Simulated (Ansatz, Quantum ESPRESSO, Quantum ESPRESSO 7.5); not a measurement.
**Ti2CO2 MXene, 1 layer: response to a perpendicular field**

Aim: how Ti2CO2 MXene, 1 layer screens a field along its normal, and what the field does to its bands.

Method: plane-wave DFT, LDA, GBRV ultrasoft pseudopotentials (geometry and cross-check by Ansatz 0.2.0 with PAW datasets; geometry under PBE), in Quantum ESPRESSO 7.5.

This is a report of a sequence of runs, with most program output left out.

### Step 1. The starting structure

The cell holds 5 atoms: 2 O, 2 Ti and 1 C. Its edges and angles: a = 3.100 Å, b = 3.100 Å, c = 21.643 Å, α = 90.0°, β = 90.0°, γ = 120.0°. It derives from Ti2CO2. Vacuum lies along c.

This run has no spin polarisation, although Ti can carry a moment. A spin-polarised state was not tried and may lie lower.

### Step 2. Relaxation with Ansatz

A relaxation in Ansatz fixes the structure of this slab for the runs on it.

input.yaml reads:

```yaml
crystal:
  lattice:
    - [3.10024, 0.0, 0.0]
    - [-1.55012, 2.6848865978, 0.0]
    - [0.0, 0.0, 21.6430602255]
  atoms:
    - { symbol: O, position: [0.3333333333, 0.6666666667, 0.3927355887] }
    - { symbol: Ti, position: [0.6666666667, 0.3333333333, 0.4434797069] }
    - { symbol: C, position: [0.0, 0.0, 0.5] }
    - { symbol: Ti, position: [0.3333333333, 0.6666666667, 0.5565202931] }
    - { symbol: O, position: [0.6666666667, 0.3333333333, 0.6072644113] }
kpoints:
  mp_grid: { grid: [12, 12, 1] }
hamiltonian:
  xc: pbe
scf:
  occupations: { method: fermi_dirac, width: 0.05 }
  convergence: { dr2_threshold: 1.0e-08 }
efield:
  axis: 3
  dipole_correction: true
  ramp_position: 0.97
  ramp_width: 0.04
relax:
  f_tol: 0.01
  cell: { fix: [c, alpha, beta] }
output:
  write_potential: true
  write_density: true
  volumetric_format: npy
```

Run with:

```sh
$ ansatz run input.yaml --threads 4 --pin off --max-ram 8192MiB --backend cpu --events-out ev --progress --plain --runs-dir out
```

It took 22 s on 4 threads of Arm Neoverse V2, shared host; peak memory 0.48 GiB.

Relaxation path:

| step | energy less that of the first step (eV) | largest force component (eV/Å) | pressure (GPa) | volume (Å³) |
| --- | --- | --- | --- | --- |
| 1 | 0.0000 | 3.6529 | -4.72 | 180.15 |
| 2 | -0.7404 | 0.7899 | -1.83 | 172.37 |
| 3 | -0.7566 | 0.5729 | 0.36 | 174.93 |
| 4 | -0.7959 | 0.0549 | -0.05 | 172.21 |
| 5 | -0.7960 | 0.0285 | 0.01 | 172.18 |
| 6 | -0.7961 | 0.0001 | 0.01 | 172.17 |
| 7* | -0.7899 | 0.0008 | -0.06 | 172.17 |
| 8 | -0.7901 | 0.0006 | 0.00 | 171.98 |
| 9* | -0.7899 | 0.0006 | 0.00 | 171.98 |

Relaxation steps marked * repeat the geometry before them on a plane-wave basis chosen anew for their cell, so energy and pressure can jump there.

| cell as run | before | after | change |
| --- | --- | --- | --- |
| a (Å) | 3.100 | 3.029 | -2.3 % |
| b (Å) | 3.100 | 3.029 | -2.3 % |

The atoms that moved most (Å, along periodic axes as changes of fractional coordinates times the final cell, across vacuum about the mean position):

| atom | dx | dy | dz | length |
| --- | --- | --- | --- | --- |
| O1 | 0.000 | 0.000 | 0.108 | 0.108 |
| O5 | 0.000 | 0.000 | -0.108 | 0.108 |
| Ti4 | 0.000 | 0.000 | 0.084 | 0.084 |
| Ti2 | 0.000 | 0.000 | -0.084 | 0.084 |

The relaxed structure:

```cif
data_structure
_symmetry_space_group_name_H-M 'P 1'
_symmetry_Int_Tables_number 1
_cell_length_a 3.0291
_cell_length_b 3.0291
_cell_length_c 21.6431
_cell_angle_alpha 90.000
_cell_angle_beta 90.000
_cell_angle_gamma 120.000
_cell_volume 171.98
loop_
_atom_site_label
_atom_site_type_symbol
_atom_site_fract_x
_atom_site_fract_y
_atom_site_fract_z
_atom_site_occupancy
O1 O 0.33333 0.66667 0.39772 1
Ti2 Ti 0.66667 0.33333 0.43961 1
C3 C 0.00000 0.00000 0.50000 1
Ti4 Ti 0.33333 0.66667 0.56039 1
O5 O 0.66667 0.33333 0.60228 1
```

This step gave:

* free energy: -6390.4206 eV
* energy at zero smearing: -6390.4202 eV
* smearing term TS: 8.10e-4 eV
* Fermi energy: -0.1907 eV
* gap by band count: 0.3340 eV
* symmetry operations: 6
* dipole along the normal: -3.93e-6 e·Å
* vacuum level at the upper face over a Fermi level inside the gap: 5.662 eV
* vacuum level at the lower face over a Fermi level inside the gap: 5.662 eV

### Step 3. SCF with pw.x: no field

The zero-field run is the reference. tefield and dipfield are on already, so that all runs share k-points and boundary.

Level of this step: plane-wave DFT, LDA, GBRV ultrasoft pseudopotentials (Quantum ESPRESSO 7.5).

f0.in reads:

```
&control
  prefix = 'f0'
  outdir = './out'
  pseudo_dir = './pseudo'
  calculation = 'scf'
  tprnfor = .true.
  tefield = .true.
  dipfield = .true.
/
&system
  ibrav = 0
  nat = 5
  ntyp = 3
  ecutwfc = 40
  ecutrho = 200
  occupations = 'smearing'
  smearing = 'fd'
  degauss = 0.004
  edir = 3
  emaxpos = 0.97
  eopreg = 0.04
  eamp = 0.0
/
&electrons
  conv_thr = 1e-09
  mixing_beta = 0.4
  electron_maxstep = 120
  mixing_mode = 'plain'
/
ATOMIC_SPECIES
  O   15.9990  o_lda_v1.2.uspp.F.UPF
  Ti  47.8670  ti_lda_v1.4.uspp.F.UPF
  C   12.0110  c_lda_v1.2.uspp.F.UPF
CELL_PARAMETERS angstrom
  3.02910534492148 0.00000000000000 -0.00000000000000
  -1.51455267246074 2.62328217944123 -0.00000000000000
  -0.00000000000000 -0.00000000000000 21.64306022550000
ATOMIC_POSITIONS crystal
  O   0.333333333333 0.666666666667 0.397718944039
  Ti  0.666666666667 0.333333333333 0.439608950155
  C   -0.000000000000 -0.000000000000 0.499999988805
  Ti  0.333333333333 0.666666666667 0.560391051729
  O   0.666666666667 0.333333333333 0.602281065271
K_POINTS automatic
  12 12 1 0 0 0
```

Run with:

```sh
$ OMP_NUM_THREADS=1 mpirun -n 4 pw.x -nk 4 -in f0.in > f0.out
```

It took 62 s on 4 MPI ranks; peak memory 0.51 GiB.

Read from the output:

```
free energy                          : -4286.5964 eV
energy at zero smearing              : -4286.5956 eV
Fermi energy                         : -0.5728 eV
dipole along the normal              : 2.08e-5 e·Å
valence top, on the run's zero       : -0.6722 eV
conduction bottom, on the run's zero : -0.3989 eV
gap by band count                    : 0.2732 eV
```

The run needed 16 iterations to bring the estimated error under 1e-09 Ry; the largest force on any atom, held or free, is 0.67 eV/Å.

### Step 4. Electrostatic potential

plot_num = 11 writes the bare and Hartree potential. It leaves out exchange and correlation, which fade slowly, so it flattens close to the surface.

f0.pot.in reads:

```
&inputpp
  prefix = 'f0'
  outdir = './out'
  filplot = 'f0.pot.dat'
  plot_num = 11
/
```

Run with:

```sh
$ OMP_NUM_THREADS=1 mpirun -n 4 pp.x -in f0.pot.in > f0.pot.out
```

Run time: 0.88 s. Hardware: 4 MPI ranks; peak memory 0.09 GiB.

Read from the output:

* slope of the potential above: 7.37e-6 eV/Å
* upper vacuum line continued to the top atoms, over the valence top: 6.156 eV
* slope of the potential below: -6.01e-6 eV/Å
* lower vacuum line continued to the bottom atoms, over the valence top: 6.156 eV
* vacuum level at the upper face over the valence top of the mesh: 6.156 eV
* vacuum level at the lower face over the valence top of the mesh: 6.156 eV

The vacuum is flat to 0.1 meV/Å, so its level is well defined. Inside the slab the curve depends on the local part of the pseudopotentials; only the vacuum level has a meaning of its own.

### Step 5. Bands along a path: no field

The density is frozen and the levels are solved along a path.

f0.bands.in is the input of step 3 with these lines changed:

```diff
@@ -1,7 +1,6 @@
 &control
-  prefix = 'f0'
+  prefix = 'f0.bands'
   outdir = './out'
   pseudo_dir = './pseudo'
-  calculation = 'scf'
-  tprnfor = .true.
+  calculation = 'bands'
   tefield = .true.
@@ -22,8 +21,9 @@
   eamp = 0.0
+  nbnd = 26
 /
 &electrons
-  conv_thr = 1e-09
+  conv_thr = 1e-07
   mixing_beta = 0.4
   electron_maxstep = 120
-  mixing_mode = 'plain'
+  mixing_mode = 'local-TF'
 /
@@ -43,3 +43,7 @@
   O   0.666666666667 0.333333333333 0.602281065271
-K_POINTS automatic
-  12 12 1 0 0 0
+K_POINTS crystal_b
+4
+  0.0000000000 0.0000000000 0.0000000000 14
+  0.5000000000 0.0000000000 0.0000000000 14
+  0.3333333333 0.3333333333 0.0000000000 14
+  0.0000000000 0.0000000000 0.0000000000 1
```

Run with:

```sh
$ cp -r out/f0.save out/f0.bands.save
$ cp out/f0.xml out/f0.bands.xml
$ OMP_NUM_THREADS=1 mpirun -n 4 pw.x -nk 4 -in f0.bands.in > f0.bands.out
```

The job ended after 14 s (4 MPI ranks; peak memory 0.31 GiB).

Numbers from this step:

```
valence top, on the run's zero       : -0.6718 eV
conduction bottom, on the run's zero : -0.3988 eV
gap by band count                    : 0.2730 eV
```

Band numbers count within the set of bands kept for display. The electronic bands at the labelled points (eV, zero at the highest filled level of the SCF mesh; v1 is the highest filled band, c1 the lowest empty one):

| point | v4 | v3 | v2 | v1 | c1 | c2 | c3 | c4 |
| --- | --- | --- | --- | --- | --- | --- | --- | --- |
| Γ | -4.51 | -1.12 | 0.00 | 0.00 | 0.58 | 0.58 | 1.39 | 1.39 |
| halfway | -3.93 | -2.84 | -1.43 | -1.38 | 0.54 | 1.39 | 1.72 | 2.31 |
| M | -4.07 | -3.52 | -1.86 | -1.53 | 0.27 | 1.51 | 2.11 | 2.13 |
| halfway | -4.15 | -3.37 | -2.45 | -2.16 | 0.81 | 1.52 | 1.79 | 2.26 |
| K | -4.11 | -3.12 | -2.81 | -2.81 | 1.09 | 1.49 | 1.49 | 2.32 |
| halfway | -3.92 | -2.85 | -2.13 | -1.55 | 0.71 | 1.58 | 1.83 | 2.14 |
| Γ | -4.51 | -1.12 | 0.00 | 0.00 | 0.58 | 0.58 | 1.39 | 1.39 |

Along this path the valence top lies at Γ and the conduction bottom at M.

### Step 6. Self-consistent run: field 0.1 V/Å

eamp is the field in Hartree atomic units (1 a.u. = 51.42 V/Å). With dipfield on, it is the field in the vacuum beside an isolated sheet. The run starts from the density of the one before.

f1.in is the input of step 3 with these lines changed:

```diff
@@ -1,3 +1,3 @@
 &control
-  prefix = 'f0'
+  prefix = 'f1'
   outdir = './out'
@@ -21,3 +21,3 @@
   eopreg = 0.04
-  eamp = 0.0
+  eamp = 0.00194469
 /
@@ -28,2 +28,3 @@
   mixing_mode = 'plain'
+  startingpot = 'file'
 /
```

Run with:

```sh
$ cp -r out/f0.save out/f1.save
$ OMP_NUM_THREADS=1 mpirun -n 4 pw.x -nk 4 -in f1.in > f1.out
```

Run time: 55 s. Hardware: 4 MPI ranks; peak memory 0.57 GiB; 3.7 min of CPU time.

Read from the output:

| Item | Value |
| --- | --- |
| free energy | -4286.5976 eV |
| energy at zero smearing | -4286.5968 eV |
| Fermi energy | -0.5568 eV |
| dipole along the normal | 0.02384 e·Å |
| valence top, on the run's zero | -0.6561 eV |
| conduction bottom, on the run's zero | -0.3830 eV |
| gap by band count | 0.2732 eV |

The dipole goes from 0.0000 to 0.0238 e Å, 0.2382 e Å per V/Å.

### Step 7. Potential by pp.x

f1.pot.in reads:

```
&inputpp
  prefix = 'f1'
  outdir = './out'
  filplot = 'f1.pot.dat'
  plot_num = 11
/
```

Run with:

```sh
$ OMP_NUM_THREADS=1 mpirun -n 4 pp.x -in f1.pot.in > f1.pot.out
```

It took 0.87 s on 4 MPI ranks; peak memory 0.1 GiB.

Numbers from this step:

```
slope of the potential above                                          : 0.1000 eV/Å
upper vacuum line continued to the top atoms, over the valence top    : 6.106 eV
slope of the potential below                                          : 0.09999 eV/Å
lower vacuum line continued to the bottom atoms, over the valence top : 6.206 eV
```

The slope in the vacuum is 0.100 eV/Å for an applied 0.10 V/Å, as it should be.

### Step 8. Ground state: field 0.2 V/Å

f2.in is the input of step 6 with these lines changed:

```diff
@@ -1,3 +1,3 @@
 &control
-  prefix = 'f1'
+  prefix = 'f2'
   outdir = './out'
@@ -21,3 +21,3 @@
   eopreg = 0.04
-  eamp = 0.00194469
+  eamp = 0.00388938
 /
```

Run with:

```sh
$ cp -r out/f0.save out/f2.save
$ OMP_NUM_THREADS=1 mpirun -n 4 pw.x -nk 4 -in f2.in > f2.out
```

It took 57 s on 4 MPI ranks; peak memory 0.52 GiB; 3.8 min of CPU time.

Numbers from this step:

| Item | Value |
| --- | --- |
| free energy | -4286.6012 eV |
| energy at zero smearing | -4286.6004 eV |
| Fermi energy | -0.5413 eV |
| dipole along the normal | 0.04768 e·Å |
| valence top, on the run's zero | -0.6406 eV |
| conduction bottom, on the run's zero | -0.3676 eV |
| gap by band count | 0.2731 eV |

The dipole goes from 0.0000 to 0.0477 e Å, 0.2383 e Å per V/Å.

### Step 9. Potential by pp.x

f2.pot.in reads:

```
&inputpp
  prefix = 'f2'
  outdir = './out'
  filplot = 'f2.pot.dat'
  plot_num = 11
/
```

Run with:

```sh
$ OMP_NUM_THREADS=1 mpirun -n 4 pp.x -in f2.pot.in > f2.pot.out
```

Elapsed: 0.89 s, on 4 MPI ranks; peak memory 0.1 GiB; 3.2 s of CPU time.

This step gave:

```
slope of the potential above                                          : 0.2000 eV/Å
upper vacuum line continued to the top atoms, over the valence top    : 6.057 eV
slope of the potential below                                          : 0.2000 eV/Å
lower vacuum line continued to the bottom atoms, over the valence top : 6.257 eV
```

The slope in the vacuum is 0.200 eV/Å for an applied 0.20 V/Å, as it should be.

### Step 10. Bands along a path: field 0.2 V/Å

f2.bands.in is the input of step 5 with these lines changed:

```diff
@@ -1,3 +1,3 @@
 &control
-  prefix = 'f0.bands'
+  prefix = 'f2.bands'
   outdir = './out'
@@ -20,3 +20,3 @@
   eopreg = 0.04
-  eamp = 0.0
+  eamp = 0.00388938
   nbnd = 26
```

Run with:

```sh
$ cp -r out/f2.save out/f2.bands.save
$ cp out/f2.xml out/f2.bands.xml
$ OMP_NUM_THREADS=1 mpirun -n 4 pw.x -nk 4 -in f2.bands.in > f2.bands.out
```

Wall time 15 s (4 MPI ranks); peak memory 0.31 GiB.

Numbers from this step:

* valence top, on the run's zero: -0.6407 eV

Band numbers count within the set of bands kept for display. The electronic bands at the labelled points (eV, zero at the highest filled level of the SCF mesh; v1 is the highest filled band, c1 the lowest empty one):

| point | v4 | v3 | v2 | v1 | c1 | c2 | c3 | c4 |
| --- | --- | --- | --- | --- | --- | --- | --- | --- |
| Γ | -4.51 | -1.12 | 0.00 | 0.00 | 0.58 | 0.58 | 1.39 | 1.39 |
| halfway | -3.93 | -2.84 | -1.43 | -1.38 | 0.54 | 1.39 | 1.72 | 2.31 |
| M | -4.07 | -3.52 | -1.86 | -1.53 | 0.27 | 1.51 | 2.11 | 2.13 |
| halfway | -4.13 | -3.37 | -2.45 | -2.16 | 0.81 | 1.52 | 1.79 | 2.26 |
| K | -4.10 | -3.12 | -2.83 | -2.80 | 1.09 | 1.48 | 1.51 | 2.32 |
| halfway | -3.92 | -2.85 | -2.13 | -1.55 | 0.71 | 1.58 | 1.83 | 2.14 |
| Γ | -4.51 | -1.12 | 0.00 | 0.00 | 0.58 | 0.58 | 1.39 | 1.39 |

Upper empty bands that drop with the field can be states of the vacuum, held by the sawtooth; they depend on the cell's width.

Along this path the valence top lies at Γ and the conduction bottom at M.

### Step 11. Self-consistent run: field 0.3 V/Å

f3.in is the input of step 8 with these lines changed:

```diff
@@ -1,3 +1,3 @@
 &control
-  prefix = 'f2'
+  prefix = 'f3'
   outdir = './out'
@@ -21,3 +21,3 @@
   eopreg = 0.04
-  eamp = 0.00388938
+  eamp = 0.00583407
 /
```

Run with:

```sh
$ cp -r out/f0.save out/f3.save
$ OMP_NUM_THREADS=1 mpirun -n 4 pw.x -nk 4 -in f3.in > f3.out
```

The job ended after 75 s (4 MPI ranks; peak memory 0.52 GiB).

Read from the output:

* free energy: -4286.6072 eV
* energy at zero smearing: -4286.6063 eV
* Fermi energy: -0.5264 eV
* dipole along the normal: 0.07156 e·Å
* valence top, on the run's zero: -0.6256 eV
* conduction bottom, on the run's zero: -0.3527 eV
* gap by band count: 0.2729 eV

The dipole goes from 0.0000 to 0.0716 e Å, 0.2385 e Å per V/Å.

### Step 12. Potential by pp.x

f3.pot.in reads:

```
&inputpp
  prefix = 'f3'
  outdir = './out'
  filplot = 'f3.pot.dat'
  plot_num = 11
/
```

Run with:

```sh
$ OMP_NUM_THREADS=1 mpirun -n 4 pp.x -in f3.pot.in > f3.pot.out
```

Wall time 0.88 s (4 MPI ranks); peak memory 0.1 GiB.

This step gave:

| Property | Result |
| --- | --- |
| slope of the potential above | 0.3000 eV/Å |
| upper vacuum line continued to the top atoms, over the valence top | 6.008 eV |
| slope of the potential below | 0.3000 eV/Å |
| lower vacuum line continued to the bottom atoms, over the valence top | 6.309 eV |

The slope in the vacuum is 0.300 eV/Å for an applied 0.30 V/Å, as it should be.

Each curve counts from the valence top of its own run.

The runs together. Potential energy against z:

| z (Å) | potential at 0 V/Å (eV) | potential at 0.1 V/Å (eV) | potential at 0.2 V/Å (eV) | potential at 0.3 V/Å (eV) |
| --- | --- | --- | --- | --- |
| 0 | 6.16 | 5.75 | 5.35 | 4.94 |
| 1 | 6.16 | 5.45 | 4.74 | 4.03 |
| 2 | 6.16 | 5.55 | 4.94 | 4.33 |
| 3 | 6.16 | 5.65 | 5.14 | 4.63 |
| 4 | 6.16 | 5.75 | 5.34 | 4.93 |
| 5 | 6.16 | 5.85 | 5.54 | 5.23 |
| 6 | 6.15 | 5.94 | 5.73 | 5.52 |
| 7 | 6.08 | 5.96 | 5.85 | 5.74 |
| 8 | 3.03 | 2.99 | 2.96 | 2.92 |
| 9 | -12.8 | -12.9 | -12.9 | -12.9 |
| 10 | -10.1 | -10.1 | -10.1 | -10.1 |
| 11 | -7.83 | -7.83 | -7.83 | -7.83 |
| 12 | -17.6 | -17.6 | -17.6 | -17.6 |
| 13 | -10.3 | -10.2 | -10.2 | -10.2 |
| 14 | 5.32 | 5.38 | 5.44 | 5.50 |
| 15 | 6.13 | 6.28 | 6.43 | 6.58 |
| 16 | 6.16 | 6.40 | 6.65 | 6.90 |
| 17 | 6.16 | 6.50 | 6.85 | 7.20 |
| 18 | 6.16 | 6.60 | 7.05 | 7.50 |
| 19 | 6.16 | 6.70 | 7.25 | 7.80 |
| 20 | 6.16 | 6.80 | 7.45 | 8.10 |
| 21 | 6.16 | 6.86 | 7.56 | 8.26 |

### Step 13. Band structure: field 0.3 V/Å

f3.bands.in is the input of step 10 with these lines changed:

```diff
@@ -1,3 +1,3 @@
 &control
-  prefix = 'f2.bands'
+  prefix = 'f3.bands'
   outdir = './out'
@@ -20,3 +20,3 @@
   eopreg = 0.04
-  eamp = 0.00388938
+  eamp = 0.00583407
   nbnd = 26
```

Run with:

```sh
$ cp -r out/f3.save out/f3.bands.save
$ cp out/f3.xml out/f3.bands.xml
$ OMP_NUM_THREADS=1 mpirun -n 4 pw.x -nk 4 -in f3.bands.in > f3.bands.out
```

Run time: 15 s. Hardware: 4 MPI ranks; peak memory 0.31 GiB; 60 s of CPU time.

This step gave:

| Property | Result |
| --- | --- |
| valence top, on the run's zero | -0.6257 eV |
| conduction bottom, on the run's zero | -0.3528 eV |
| gap by band count | 0.2728 eV |

Band numbers count within the set of bands kept for display. The electronic bands at the labelled points (eV, zero at the highest filled level of the SCF mesh; v1 is the highest filled band, c1 the lowest empty one):

| point | v4 | v3 | v2 | v1 | c1 | c2 | c3 | c4 |
| --- | --- | --- | --- | --- | --- | --- | --- | --- |
| Γ | -4.51 | -1.12 | 0.00 | 0.00 | 0.58 | 0.58 | 1.39 | 1.39 |
| halfway | -3.93 | -2.84 | -1.43 | -1.38 | 0.54 | 1.39 | 1.72 | 2.31 |
| M | -4.07 | -3.52 | -1.86 | -1.53 | 0.27 | 1.51 | 2.11 | 2.13 |
| halfway | -4.12 | -3.37 | -2.45 | -2.15 | 0.81 | 1.52 | 1.79 | 2.26 |
| K | -4.10 | -3.12 | -2.84 | -2.79 | 1.09 | 1.47 | 1.52 | 2.32 |
| halfway | -3.92 | -2.85 | -2.13 | -1.55 | 0.71 | 1.58 | 1.83 | 2.14 |
| Γ | -4.51 | -1.12 | 0.00 | 0.00 | 0.58 | 0.58 | 1.39 | 1.39 |

Upper empty bands that drop with the field can be states of the vacuum, held by the sawtooth; they depend on the cell's width.

Along this path the valence top lies at Γ and the conduction bottom at M.

### Step 14. Density by pp.x

The density shows how far the electrons spill into the vacuum.

f0.rho.in reads:

```
&inputpp
  prefix = 'f0'
  outdir = './out'
  filplot = 'f0.rho.dat'
  plot_num = 0
/
```

Run with:

```sh
$ OMP_NUM_THREADS=1 mpirun -n 4 pp.x -in f0.rho.in > f0.rho.out
```

It took 0.89 s on 4 MPI ranks; peak memory 0.1 GiB; 3.2 s of CPU time.

Numbers from this step:

| Quantity | Value |
| --- | --- |
| electrons by integration | 40.00 e |

Mean over planes. The valence density, planar mean by z:

z (Å), valence density, planar mean (e/Å³) and a bar:
```
        5       0.00 
        6       0.00 
        7       0.01 
        8       0.24 #####
        9       1.04 #######################
       10       0.77 #################
       11       0.52 ############
       12       1.34 ##############################
       13       0.97 ######################
       14       0.06 #
       15       0.00 
       16       0.00
```

Valence density in the ca plane at fractional y = 0.333, with atoms of Ti and O within 0.2 Å of it. It is the smooth field of the valence electrons, not physical close to the nuclei.

Values in e/Å³, 5 rows by 16 columns, each cell a mean:
```
0.0 0.0 0.0 0.0 0.0 0.0 0.0 0.2 3.0 0.8 0.2 0.9 1.4 0.0 0.0 0.0
0.0 0.0 0.0 0.0 0.0 0.0 0.0 0.3 6.3 1.8 0.1 2.2 3.9 0.1 0.0 0.0
0.0 0.0 0.0 0.0 0.0 0.0 0.0 0.2 2.8 0.7 0.2 0.9 1.3 0.0 0.0 0.0
0.0 0.0 0.0 0.0 0.0 0.0 0.0 0.3 0.3 0.4 0.5 0.4 0.1 0.0 0.0 0.0
0.0 0.0 0.0 0.0 0.0 0.0 0.0 0.3 0.3 0.4 0.5 0.4 0.1 0.0 0.0 0.0
```
Columns run along c (16.0 Å, from fractional 0.05 to 0.79 of the cell), rows up along a (3.0 Å). Atoms in or near the plane, at fractional coordinates: Ti at (0.44, 0.67), O at (0.60, 0.67).

The density integrates to 40.000 electrons, as the 40 of the input ask.

### Step 15. Density by pp.x

f2.rho.in reads:

```
&inputpp
  prefix = 'f2'
  outdir = './out'
  filplot = 'f2.rho.dat'
  plot_num = 0
/
```

Run with:

```sh
$ OMP_NUM_THREADS=1 mpirun -n 4 pp.x -in f2.rho.in > f2.rho.out
```

The job ended after 0.89 s (4 MPI ranks; peak memory 0.1 GiB).

(Continued in part 2 of 2.)

[Logs are printed without paths, hosts, clocks, repeated set-up lines and the standing remarks that a program may print on its own settings, such as how far it seeks lower states.]

[Hosts, paths, dates, database ids (printed as entryN), source tags and the programs' standing remarks are cut or masked in the printed files.]

[Maps of the electrostatic potential energy from Ansatz leave out the sawtooth potential of an applied field or a dipole correction, so their vacuum need not be flat; planar profiles and work functions include it.]
